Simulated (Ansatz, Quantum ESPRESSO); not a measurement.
**KCdF3 (Pm-3m): Raman and infrared activity**

Which lines does KCdF3 (Pm-3m) show in Raman and infrared spectra?

Main program and level: Quantum ESPRESSO 8.0 development, patched; DFT LDA, scalar-relativistic, plane waves, PseudoDojo norm-conserving pseudopotentials.

## (1) The starting structure

The structure is cubic, space group Pm-3m (No. 221). Conventional cell: a = 4.382 Å, b = 4.382 Å, c = 4.382 Å, α = 90.00°, β = 90.00°, γ = 90.00°. Nearest to K lie 12 F at 3.10 Å. Nearest to Cd lie 6 F at 2.19 Å. Nearest to F lie 2 Cd at 2.19 Å and 4 K at 3.10 Å. Farther neighbours and most contacts between anions are not listed.

As a file:

```cif
data_structure
_symmetry_space_group_name_H-M 'Pm-3m'
_symmetry_Int_Tables_number 221
_cell_length_a 4.3821
_cell_length_b 4.3821
_cell_length_c 4.3821
_cell_angle_alpha 90.000
_cell_angle_beta 90.000
_cell_angle_gamma 90.000
_cell_volume 84.15
loop_
_atom_site_label
_atom_site_type_symbol
_atom_site_symmetry_multiplicity
_atom_site_Wyckoff_symbol
_atom_site_fract_x
_atom_site_fract_y
_atom_site_fract_z
_atom_site_occupancy
K1 K 1 a 0.00000 0.00000 0.00000 1
Cd1 Cd 1 b 0.50000 0.50000 0.50000 1
F1 F 3 c 0.00000 0.50000 0.50000 1
```

## (2) A probe with smearing

Before anything dear is run, a loose run with smearing shows whether this is a metal and how far the cell is from rest.

File probe.in:

```
 &control
    calculation='scf',
    prefix='x',
    outdir='./tmp',
    pseudo_dir='./pseudo',
    tprnfor=.true.,
    tstress=.true.,
    verbosity='high',
 /
 &system
    ibrav=1,
    celldm(1)=8.2809481,
    nat=5,
    ntyp=3,
    ecutwfc=94.0,
    occupations='smearing',
    smearing='gaussian',
    degauss=0.01,
 /
 &electrons
    conv_thr=1.0d-07,
    mixing_beta=0.7,
    electron_maxstep=100,
 /
ATOMIC_SPECIES
 K      39.0983  K.upf
 Cd    112.4140  Cd.upf
 F      18.9984  F.upf
ATOMIC_POSITIONS crystal
 K      0.000000000   0.000000000   0.000000000
 Cd     0.500000000   0.500000000   0.500000000
 F      0.000000000   0.500000000   0.500000000
 F      0.500000000   0.000000000   0.500000000
 F      0.500000000   0.500000000   0.000000000
K_POINTS automatic
 4 4 4 0 0 0
```

Started as:

```bash
OMP_NUM_THREADS=1 mpirun -n 8 pw.x -nk 8 -in probe.in > probe.out
```

Planned after this: relaxing the cell and atoms; ground state; linear response at Γ; zone-centre analysis; sum rules set otherwise (asr no); sum rules set otherwise: a sum rule for molecules or wires on a crystal; modes along a direction of q (1 0 0); A second program; side by side: QE PseudoDojo and Ansatz, PseudoDojo. Settings of the main run: cutoff 94 Ry, 4×4×4 k-mesh, fixed occupations, response threshold 1.00e-18, field response on, Raman on, q point (0, 0, 0).

What does the calculation give for the highest mode moved by the LO-TO term?

No mode is Raman active in this structure; the strongest infrared line lies at 475 cm⁻¹. At the LDA level the optical modes of KCdF3 (Pm-3m) at the zone centre (no LO-TO term) run from 62i to 475 cm⁻¹, so the structure is a saddle point, with 6 modes beyond 10i cm⁻¹ there. Along the directions run, the highest mode that the macroscopic field moves lies at 527 cm⁻¹.

| Property | Result |
| --- | --- |
| volume per atom | 15.9 Å³ |
| gap on the k-mesh | 2.84 eV |
| highest optical zone-centre mode (no LO-TO term) | 474.6 cm⁻¹ |
| lowest optical zone-centre mode | -61.7 cm⁻¹ |
| highest mode moved by the LO-TO term | 527.3 cm⁻¹ |
| mean high-frequency dielectric constant | 2.41 |
| largest Born charge in size (third of the trace) | 2.30 e |
| imaginary optical modes at the zone centre (no q mesh in this session) | yes |
| largest difference from Ansatz, PseudoDojo | 0.4 cm⁻¹ |

Of the 12 optical modes, 9 are infrared active alone and 3 are silent. QE PseudoDojo and Ansatz, PseudoDojo agree to 0.40 cm⁻¹ (0.08 % of the highest mode compared) on all solved modes but the acoustic ones at Γ, without the LO-TO term. These are harmonic frequencies at zero temperature: anharmonic shifts and linewidths and thermal expansion are left out. The relaxation ran at 94 Ry, under the 102 Ry recommended for these files; the stress of so short a basis can leave the cell about one per cent too small. Ansatz warns that the cutoff lies 8 % under the one recommended for these files; agreement at one cutoff is not convergence. The build is a development version in which the Raman tensors of release 7.5 are mended; dynmat.x leaves out the electro-optic term of LO lines. The structure comes from a database and need not be the phase that is stable at ambient conditions.

[Host names and launcher messages were left out of these logs when they were recorded.]

[Logs are printed without paths, hosts, clocks, repeated set-up lines and the standing remarks that a program may print on its own settings, such as how far it seeks lower states.]

[Hosts, paths, dates, database ids (printed as entryN), source tags and the programs' standing remarks are cut or masked in the printed files.]
